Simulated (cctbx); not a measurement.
# A crystallographic session in cctbx: RbCoTeSe

Library: cctbx 2025.11. The data are simulated by the first script.

## 1. Simulate the data

run.py:

```python
from cctbx import adptbx, crystal, miller, sgtbx, xray
from cctbx.array_family import flex
from iotbx.shelx import hklf
from scitbx import matrix
import scitbx.random

cs = crystal.symmetry(unit_cell=(12.393, 5.636, 7.312, 90, 118.79, 90), space_group_symbol='Hall: -C 2y')  # C2/m
atoms = [  # label, site, U (iso, or U11 U22 U33 U12 U13 U23 in A^2), occupancy
    ("Te1", (0.8212, 0, 0.915), (0.0144, 0.0123, 0.0134, 0.0000, 0.0036, 0.0000), 1),
    ("Rb1", (0.8279, 0, 0.3733), (0.0117, 0.0112, 0.0112, 0.0000, 0.0060, 0.0000), 1),
    ("Se1", (0.9622, 0.5, 0.7147), (0.0087, 0.0094, 0.0120, 0.0000, 0.0054, 0.0000), 1),
    ("Co1", (0, 0.7551, 0), (0.0175, 0.0159, 0.0186, 0.0000, 0.0100, 0.0000), 1),
]
xs = xray.structure(crystal_symmetry=cs)
for label, site, u, occ in atoms:
    u = adptbx.u_cif_as_u_star(cs.unit_cell(), u) if isinstance(u, tuple) else u
    xs.add_scatterer(xray.scatterer(label, site=site, u=u, occupancy=occ))
xs.set_inelastic_form_factors(0.71073, "sasaki")
xs.show_summary()
p1 = xs.expand_to_p1()
ms = miller.build_set(p1, anomalous_flag=True, d_min=0.75)
flex.set_random_seed(980246)
scitbx.random.set_random_seed(980246)
ms = ms.select(flex.random_double(ms.size()) < 0.5)
i = ms.structure_factors_from_scatterers(p1, algorithm="direct").f_calc().as_intensity_array().data()
i = i * 20000 / flex.max(i)
sig = flex.sqrt(i + flex.pow2(0.04 * i) + 15 ** 2)
noise = scitbx.random.variate(scitbx.random.normal_distribution())(i.size())
data = ms.array(data=i + sig * noise, sigmas=sig).set_observation_type_xray_intensity()
with open("data.hkl", "w") as f:
    data.export_as_shelx_hklf(f)
print("reflections written:", data.size(), " <I/sigma> = %.1f" % flex.mean(data.data() / data.sigmas()))
for h, a, b in list(data.sort("data"))[:12]:
    print("%4d%4d%4d %9.1f %7.1f" % (h + (a, b)))
```

```console
$ python run.py
```

```text
Number of scatterers: 4
At special positions: 4
Unit cell: (12.393, 5.636, 7.312, 90, 118.79, 90)
Space group: C 1 2/m 1 (No. 12)
reflections written: 2245  <I/sigma> = 6.4
   4   2  -2   21651.0   812.5
   1   1  -2   21014.4   801.9
  -1  -1   2   19750.1   801.9
  -4   2   2   19611.1   812.5
  -1   1   2   19237.8   801.9
   4  -2  -2   18790.9   812.5
   0   4   0   15800.7   606.6
  -2   0   4   14386.7   602.6
   0   2   0   13323.0   511.7
   0  -2   0   13133.2   511.7
   6   0   0   12136.5   482.1
  -1   3   2   11954.2   456.8
```

It took 0.22 s on 1 thread of Arm Neoverse V2 (shared host), peak memory 0.07 GiB.

## 2. Symmetry

run.py:

```python
from cctbx import crystal, sgtbx, statistics
from cctbx.array_family import flex
from iotbx.shelx import hklf

p1 = crystal.symmetry(unit_cell=(12.393, 5.636, 7.312, 90, 118.79, 90), space_group_symbol="P 1")
raw = hklf.reader(file_name="data.hkl").as_miller_arrays(crystal_symmetry=p1, anomalous=True)[0]
print(raw.size(), "reflections to d = %.3f A" % raw.d_min())
isig = raw.data() / raw.sigmas()
print("centring   violations  <I/sigma> of those")
best = "P"
for c in "ABCIRF":
    a = raw.customized_copy(space_group_info=sgtbx.space_group_info("Hall: %s 1" % c)).sys_absent_flags().data()
    m = flex.mean(isig.select(a))
    print("%5s %10d of %5d %8.1f" % (c, (isig.select(a) > 4).count(True), a.count(True), m))
    if (isig.select(a) > 4).count(True) < 0.01 * a.count(True):
        best = c
raw = raw.select(~raw.customized_copy(space_group_info=sgtbx.space_group_info("Hall: %s 1" % best)).sys_absent_flags().data())
isig = raw.data() / raw.sigmas()
rows = []
for s in sgtbx.space_group_symbol_iterator():
    g = sgtbx.space_group(s)
    if g.conventional_centring_type_symbol() != best or not g.is_compatible_unit_cell(p1.unit_cell(), 1e-3, 0.02):
        continue
    rows.append((s, g))
print("Laue class    unique    Rint  (classes that these axes allow; Friedel mates merged)")
rint = {}
for s, g in rows:
    laue = g.build_derived_patterson_group()
    key = laue.type().hall_symbol()
    if key not in rint:
        m = raw.customized_copy(space_group_info=laue.info(), anomalous_flag=False).merge_equivalents()
        rint[key] = m.r_int()
        print("%-14s %6d %7.3f" % (laue.type().lookup_symbol(), m.array().size(), m.r_int()))
floor = min(rint.values())
good = [(s, g) for s, g in rows if rint[g.build_derived_patterson_group().type().hall_symbol()] < 2 * floor + 0.03]
top = max(g.build_derived_patterson_group().order_z() for s, g in good)
print("space group    extra absences  I>4sigma  <I/sigma>")
for s, g in good:
    laue = g.build_derived_patterson_group()
    if laue.order_z() != top:
        continue
    a = raw.customized_copy(space_group_info=g.info()).sys_absent_flags().data()
    a &= ~raw.customized_copy(space_group_info=laue.info()).sys_absent_flags().data()
    bad = (isig.select(a) > 4).count(True)
    if bad <= 0.03 * a.count(True):
        print("%-16s %8d %10d %9s  %s" % (s.universal_hermann_mauguin(), a.count(True), bad, "%.1f" % flex.mean(isig.select(a)) if a.count(True) else "-", "centric" if g.is_centric() else "acentric"))
laue = max(good, key=lambda t: t[1].build_derived_patterson_group().order_z())[1].build_derived_patterson_group()
f = raw.customized_copy(space_group_info=laue.info(), anomalous_flag=False).merge_equivalents().array().eliminate_sys_absent().f_sq_as_f()
f.set_observation_type_xray_amplitude()
bins = max(3, min(8, f.size() // 12))
f.setup_binner(n_bins=bins)
w = statistics.wilson_plot(f, {e: n / laue.order_z() for e, n in {'Te': 4.0, 'Rb': 4.0, 'Se': 4.0, 'Co': 4.0}.items()}, e_statistics=True)
print("Wilson B = %.2f A^2   <|E^2-1|> = %.3f (0.968 centric, 0.736 acentric)   E^2>4: %.1f %%" % (w.wilson_b, w.mean_e_sq_minus_1, w.percent_e_sq_gt_2))
print("shell (A)         n   <I/sigma>")
m = raw.customized_copy(space_group_info=laue.info(), anomalous_flag=False).merge_equivalents().array().eliminate_sys_absent()
for b in m.setup_binner(n_bins=bins).range_used():
    sel = m.binner().selection(b)
    print("%5.2f - %4.2f %6d %8.1f" % (min(m.binner().bin_d_range(b)[0] if m.binner().bin_d_range(b)[0] > 0 else 99, 99), m.binner().bin_d_range(b)[1], sel.count(True), flex.mean((m.data() / m.sigmas()).select(sel))))
```

```console
$ python run.py
```

```text
2245 reflections to d = 0.750 A
centring   violations  <I/sigma> of those
    A        432 of  1145      6.0
    B        432 of  1106      6.2
    C          0 of  1125     -0.0
    I        462 of  1138      6.4
    R        584 of  1502      6.4
    F        432 of  1688      4.1
Laue class    unique    Rint  (classes that these axes allow; Friedel mates merged)
C 1 2/m 1         553   0.034
space group    extra absences  I>4sigma  <I/sigma>
C 1 2 1                 0          0         -  acentric
C 1 m 1                 0          0         -  acentric
C 1 2/m 1               0          0         -  centric
Wilson B = 1.00 A^2   <|E^2-1|> = 0.889 (0.968 centric, 0.736 acentric)   E^2>4: 3.9 %
shell (A)         n   <I/sigma>
 5.72 - 1.49     73     20.2
 1.49 - 1.19     73     18.8
 1.19 - 1.04     63     20.8
 1.04 - 0.94     69     16.8
 0.94 - 0.88     73     14.9
 0.88 - 0.83     61     14.3
 0.83 - 0.78     78     14.8
 0.78 - 0.75     63     12.7
```

Time: 0.23 s.

## 3. Charge flipping

run.py:

```python
import itertools
from cctbx import crystal, maptbx
from cctbx.array_family import flex
from iotbx.shelx import hklf
from smtbx.ab_initio import charge_flipping as cf

cs = crystal.symmetry(unit_cell=(12.393, 5.636, 7.312, 90, 118.79, 90), space_group_symbol='Hall: -C 2y')  # C2/m
raw = hklf.reader(file_name="data.hkl").as_miller_arrays(crystal_symmetry=cs, anomalous=True)[0]
merged = raw.eliminate_sys_absent().merge_equivalents()
fo2 = merged.array().set_observation_type_xray_intensity()
f = fo2.average_bijvoet_mates().f_sq_as_f().resolution_filter(d_min=0.9)
p1 = f.expand_to_p1()
p1.setup_binner_counting_sorted(reflections_per_bin=max(40, p1.size() // 12))
work = p1.array(data=p1.data() / p1.amplitude_quasi_normalisations().data())
flex.set_random_seed(46933)
it = cf.weak_reflection_improved_iterator(delta=None, weak_reflection_fraction=0.1)
it.start(work, phases=flex.random_double(p1.size()) * 6.2832, f_000=0)
it.delta = 1.1 * it.rho_map.sigma()
print("cycle      R  skewness")
for n, st in enumerate(itertools.islice(it, 300)):
    if n % 25 == 0:
        print("%5d %6.3f %8.2f" % (n, st.r1_factor(), st.rho_map.skewness()))
rho = p1.phase_transfer(it.f_calc).fft_map().apply_volume_scaling()
polish = cf.low_density_elimination_iterator(constant_rho_c=rho.sigma())
polish.start(f_obs=p1, phases=it.f_calc, f_000=0)
for _ in range(8):
    next(polish)
print("origin shift          correlation  skewness")
maps = []
for fc, shift, cc in itertools.islice(cf.f_calc_symmetrisations(f, polish.f_calc, 0), 4):
    m = f.phase_transfer(fc).fft_map(symmetry_flags=maptbx.use_space_group_symmetry, resolution_factor=0.25).apply_sigma_scaling()
    maps.append((m.skewness(), cc, m))
    print("%6.3f %6.3f %6.3f %10.3f %9.2f" % (tuple(shift) + (cc, m.skewness())))
skew, cc, m = max((t for t in maps if t[1] > maps[0][1] - 0.04), key=lambda t: t[0])
print("taken: symmetry correlation %.3f, skewness %.2f" % (cc, skew))
peaks = m.peak_search(parameters=maptbx.peak_search_parameters(min_distance_sym_equiv=0.9, max_clusters=9)).all()
sps = cs.special_position_settings(min_distance_sym_equiv=0.5)
print("peak      x       y       z  mult  height/sigma")
for k, (x, h) in enumerate(zip(peaks.sites(), peaks.heights())):
    ss = sps.site_symmetry(x)
    print("Q%-3d %7.4f %7.4f %7.4f %4d %8.1f" % ((k + 1,) + tuple(t % 1 for t in ss.exact_site()) + (ss.multiplicity(), h)))
```

```console
$ python run.py
```

```text
cycle      R  skewness
    0  0.598     0.39
   25  0.503     1.98
   50  0.505     1.70
   75  0.509     1.74
  100  0.496     1.81
  125  0.496     1.78
  150  0.526     1.81
  175  0.488     1.63
  200  0.505     1.77
  225  0.498     1.78
  250  0.495     1.85
  275  0.477     1.64
origin shift          correlation  skewness
 0.346  0.263  0.020      0.921      2.68
 0.167  0.263  0.166      0.918      2.47
 0.024  0.265  0.380      0.924      2.05
 0.347  0.264  0.275      0.917      2.01
taken: symmetry correlation 0.921, skewness 2.68
peak      x       y       z  mult  height/sigma
Q1    0.0000  0.5000  0.5000    2     11.5
Q2    0.1846  0.0000  0.8466    4      9.3
Q3    0.1901  0.0000  0.3833    4      8.0
Q4    0.1687  0.5000  0.7623    4      4.4
Q5    0.0676  0.5000  0.0493    4      4.2
Q6    0.0158  0.0000  0.9386    4      3.9
Q7    0.0000  0.0000  0.5000    2      3.2
Q8    0.1524  0.2453  0.1262    8      3.2
Q9    0.1372  0.5000  0.5314    4      3.1
```

Time: 0.33 s.

## 4. Refinement (model from the peaks)

run.py:

```python
import math
from cctbx import adptbx, crystal, maptbx, sgtbx, xray
from cctbx.array_family import flex
from cctbx.xray import observations
from iotbx.shelx import hklf
from scitbx.lstbx import normal_eqns_solving
from smtbx import absolute_structure, utils
from smtbx.refinement import constraints, least_squares

cs = crystal.symmetry(unit_cell=(12.393, 5.636, 7.312, 90, 118.79, 90), space_group_symbol='Hall: -C 2y')  # C2/m
atoms = [  # label, site, U (iso, or U11 U22 U33 U12 U13 U23 in A^2), occupancy
    ("Se1", (0, 0.5, 0.5), 0.0200, 1),
    ("Te1", (0.1846, 0, 0.8466), 0.0200, 1),
    ("Rb1", (0.1901, 0, 0.3833), 0.0200, 1),
    ("Co1", (0.1687, 0.5, 0.7623), 0.0200, 1),
]
xs = xray.structure(crystal_symmetry=cs)
for label, site, u, occ in atoms:
    u = adptbx.u_cif_as_u_star(cs.unit_cell(), u) if isinstance(u, tuple) else u
    xs.add_scatterer(xray.scatterer(label, site=site, u=u, occupancy=occ))
xs.set_inelastic_form_factors(0.71073, "sasaki")
raw = hklf.reader(file_name="data.hkl").as_miller_arrays(crystal_symmetry=cs, anomalous=True)[0]
merged = raw.eliminate_sys_absent().merge_equivalents()
fo2 = merged.array().set_observation_type_xray_intensity()
print("Rint %.3f, %d unique reflections to %.2f A" % (merged.r_int(), fo2.size(), fo2.d_min()))
for sc in xs.scatterers():
    sc.flags.set_grad_site(True)
    sc.flags.set_grad_u_aniso(sc.flags.use_u_aniso())
    sc.flags.set_grad_u_iso(sc.flags.use_u_iso())
obs = fo2.as_xray_observations()
extra = {}
rep = constraints.reparametrisation(xs, [], utils.connectivity_table(xs), **extra)
ls = least_squares.crystallographic_ls(obs, rep, weighting_scheme=least_squares.mainstream_shelx_weighting(a=0, b=0))
print("cycle     R1     wR2    GooF  max shift (A)")
for cycle in range(6):
    ls.build_up()
    r1, wr2, goof = ls.r1_factor(cutoff_factor=2)[0], ls.wR2(), ls.goof()
    old = xs.sites_cart()
    normal_eqns_solving.levenberg_marquardt_iterations(ls, n_max_iterations=3, tau=0.0001, step_threshold=1e-7)
    big = flex.max((xs.sites_cart() - old).norms())
    print("%4d %7.4f %7.4f %7.3f %9.5f" % (cycle + 1, r1, wr2, goof, big))
    ls.build_up(objective_only=True)
    if abs(ls.wR2() - wr2) < 5e-5 and big < 5e-4:
        break
ls.build_up()
print("final R1 %.4f wR2 %.4f GooF %.3f  parameters %d  data/parameter %.1f" % (ls.r1_factor(cutoff_factor=2)[0], ls.wR2(), ls.goof(), ls.n_parameters, fo2.size() / ls.n_parameters))
cov = ls.covariance_matrix_and_annotations()
su = dict(zip(cov.annotations, (math.sqrt(max(v, 0)) for v in cov.matrix.matrix_packed_u_diagonal())))
a2 = cs.unit_cell().reciprocal_parameters()[0] ** -2
print("atom        x        y        z      Ueq    occ   su(xyz)  su(Uiso or U11)")
for sc in xs.scatterers():
    s = max(su.get(sc.label + k, 0) for k in (".x", ".y", ".z"))
    npd = "" if sc.is_positive_definite_u(cs.unit_cell()) else "  NPD"
    print("%-5s %8.5f %8.5f %8.5f %8.4f %6.3f %8.5f %7.4f%s" % ((sc.label,) + sc.site + (sc.u_iso_or_equiv(cs.unit_cell()), sc.occupancy, s, su.get(sc.label + ".uiso", su.get(sc.label + ".u11", 0) * a2), npd)))
fo = fo2.f_sq_as_f()
fc = fo.structure_factors_from_scatterers(xs, algorithm="direct").f_calc()
diff = fo.f_obs_minus_f_calc(1 / math.sqrt(ls.scale_factor()), fc).average_bijvoet_mates()
m = diff.fft_map(symmetry_flags=maptbx.use_space_group_symmetry, resolution_factor=0.25).apply_volume_scaling()
print("difference map: max %.2f min %.2f rms %.2f" % (m.statistics().max(), m.statistics().min(), m.statistics().sigma()))
peaks = m.peak_search(parameters=maptbx.peak_search_parameters(min_distance_sym_equiv=0.6, max_clusters=5)).all()
near = xs.closest_distances(peaks.sites(), distance_cutoff=4)
sps = cs.special_position_settings(min_distance_sym_equiv=0.5)
for k, (x, h) in enumerate(zip(peaks.sites(), peaks.heights())):
    ss = sps.site_symmetry(x)
    print("Q%-3d %7.4f %7.4f %7.4f %4d %7.2f  %.2f A from %s" % ((k + 1,) + tuple(t % 1 for t in ss.exact_site()) + (ss.multiplicity(), h, near.smallest_distances[k], xs.scatterers()[near.i_seqs[k]].label)))
```

```console
$ python run.py
```

```text
Rint 0.034, 553 unique reflections to 0.75 A
cycle     R1     wR2    GooF  max shift (A)
   1  0.7274  0.9486  19.239   0.71877
   2  0.5312  0.8245  16.722   0.48867
   3  0.5218  0.8132  16.494   0.04584
   4  0.5142  0.8078  16.384   0.01590
   5  0.5095  0.8060  16.346   0.00750
   6  0.5086  0.8055  16.336   0.00498
final R1 0.5088 wR2 0.8053 GooF 16.332  parameters 10  data/parameter 55.3
atom        x        y        z      Ueq    occ   su(xyz)  su(Uiso or U11)
Se1    0.00000  0.50000  0.50000   0.0151  1.000  0.00000  0.0055
Te1    0.18413  0.00000  0.83279   0.0191  1.000  0.00211  0.0040
Rb1    0.17552  0.00000  0.36746   0.0044  1.000  0.00219  0.0038
Co1    0.09752  0.50000  0.73842   0.0634  1.000  0.00973  0.0145
difference map: max 109.94 min -37.21 rms 7.99
Q1    0.1831  0.0000  0.8315    4  111.15  0.01 A from Te1
Q2    0.1757  0.0000  0.3815    4   85.67  0.10 A from Rb1
Q3    0.0425  0.5000  0.5404    4   85.04  0.46 A from Se1
Q4    0.0410  0.5000  0.0901    4   46.33  2.57 A from Co1
Q5    0.1473  0.2527  0.5425    8   41.63  2.05 A from Rb1
```

Time: 0.55 s.

Figures of merit this high mean that the model is still wrong or incomplete.

## 5. Charge flipping

run.py, as its changes from the last script of this kind:

```diff
@@ -13,3 +13,2 @@
-p1.setup_binner_counting_sorted(reflections_per_bin=max(40, p1.size() // 12))
-work = p1.array(data=p1.data() / p1.amplitude_quasi_normalisations().data())
-flex.set_random_seed(46933)
+work = p1
+flex.set_random_seed(46934)
@@ -20,2 +19,2 @@
-for n, st in enumerate(itertools.islice(it, 300)):
-    if n % 25 == 0:
+for n, st in enumerate(itertools.islice(it, 600)):
+    if n % 50 == 0:
```

```console
$ python run.py
```

```text
cycle      R  skewness
    0  0.561     0.36
   50  0.398     2.19
  100  0.398     2.22
  150  0.404     2.29
  200  0.396     2.13
  250  0.419     2.17
  300  0.399     2.18
  350  0.391     2.24
  400  0.371     2.12
  450  0.403     2.18
  500  0.404     2.16
  550  0.381     2.11
origin shift          correlation  skewness
 0.310  0.006  0.201      0.857      1.41
 0.306  0.001  0.452      0.849      1.51
 0.127  0.003  0.109      0.860      1.33
 0.403  0.410  0.163      0.867      1.06
taken: symmetry correlation 0.849, skewness 1.51
peak      x       y       z  mult  height/sigma
Q1    0.2452  0.0000  0.2598    4      9.8
Q2    0.1057  0.5000  0.4597    4      5.7
Q3    0.1063  0.0000  0.9331    4      5.4
Q4    0.0082  0.5000  0.1356    4      4.6
Q5    0.1039  0.0000  0.1809    4      4.5
Q6    0.2539  0.0000  0.7892    4      4.4
Q7    0.0000  0.2556  0.5000    4      3.1
Q8    0.1721  0.4045  0.1539    8      2.9
Q9    0.2250  0.5000  0.4567    4      2.5
```

Time: 0.4 s.

## 6. Refinement (model from the peaks)

run.py, as its changes from the last script of this kind:

```diff
@@ -12,4 +12,4 @@
-    ("Se1", (0, 0.5, 0.5), 0.0200, 1),
-    ("Te1", (0.1846, 0, 0.8466), 0.0200, 1),
-    ("Rb1", (0.1901, 0, 0.3833), 0.0200, 1),
-    ("Co1", (0.1687, 0.5, 0.7623), 0.0200, 1),
+    ("Te1", (0.2452, 0, 0.2598), 0.0200, 1),
+    ("Rb1", (0.1057, 0.5, 0.4597), 0.0200, 1),
+    ("Se1", (0.1063, 0, 0.9331), 0.0200, 1),
+    ("Co1", (0.0082, 0.5, 0.1356), 0.0200, 1),
```

```console
$ python run.py
```

```text
Rint 0.034, 553 unique reflections to 0.75 A
cycle     R1     wR2    GooF  max shift (A)
   1  0.7236  0.9247  18.788   0.14315
   2  0.6389  0.8686  17.649   0.05567
   3  0.6375  0.8673  17.623   0.03940
   4  0.6362  0.8666  17.608   0.01315
   5  0.6358  0.8665  17.605   0.00513
   6  0.6356  0.8664  17.604   0.00259
final R1 0.6354 wR2 0.8664 GooF 17.604  parameters 12  data/parameter 46.1
atom        x        y        z      Ueq    occ   su(xyz)  su(Uiso or U11)
Te1    0.24036  0.00000  0.27372   0.0001  1.000  0.00372  0.0047
Rb1    0.10184  0.50000  0.43617   0.0001  1.000  0.00516  0.0060
Se1    0.10661  0.00000  0.91955   0.0001  1.000  0.00574  0.0061
Co1   -0.01141  0.50000  0.12883   0.0001  1.000  0.00743  0.0086
difference map: max 191.05 min -157.92 rms 18.26
Q1    0.2420  0.0000  0.2862    4  197.27  0.08 A from Te1
Q2    0.1048  0.0000  0.9181    4  158.89  0.02 A from Se1
Q3    0.2528  0.0000  0.7556    4  123.68  2.61 A from Se1
Q4    0.1144  0.0000  0.4599    4  103.44  2.52 A from Te1
Q5    0.1117  0.5000  0.9993    4   94.88  1.14 A from Co1
```

It took 0.55 s on 1 thread of Arm Neoverse V2, with other jobs on the host, peak memory 0.09 GiB.

Figures of merit this high mean that the model is still wrong or incomplete.

[Logs are printed without paths, hosts, clocks, repeated set-up lines and the standing remarks that a program may print on its own settings, such as how far it seeks lower states.]
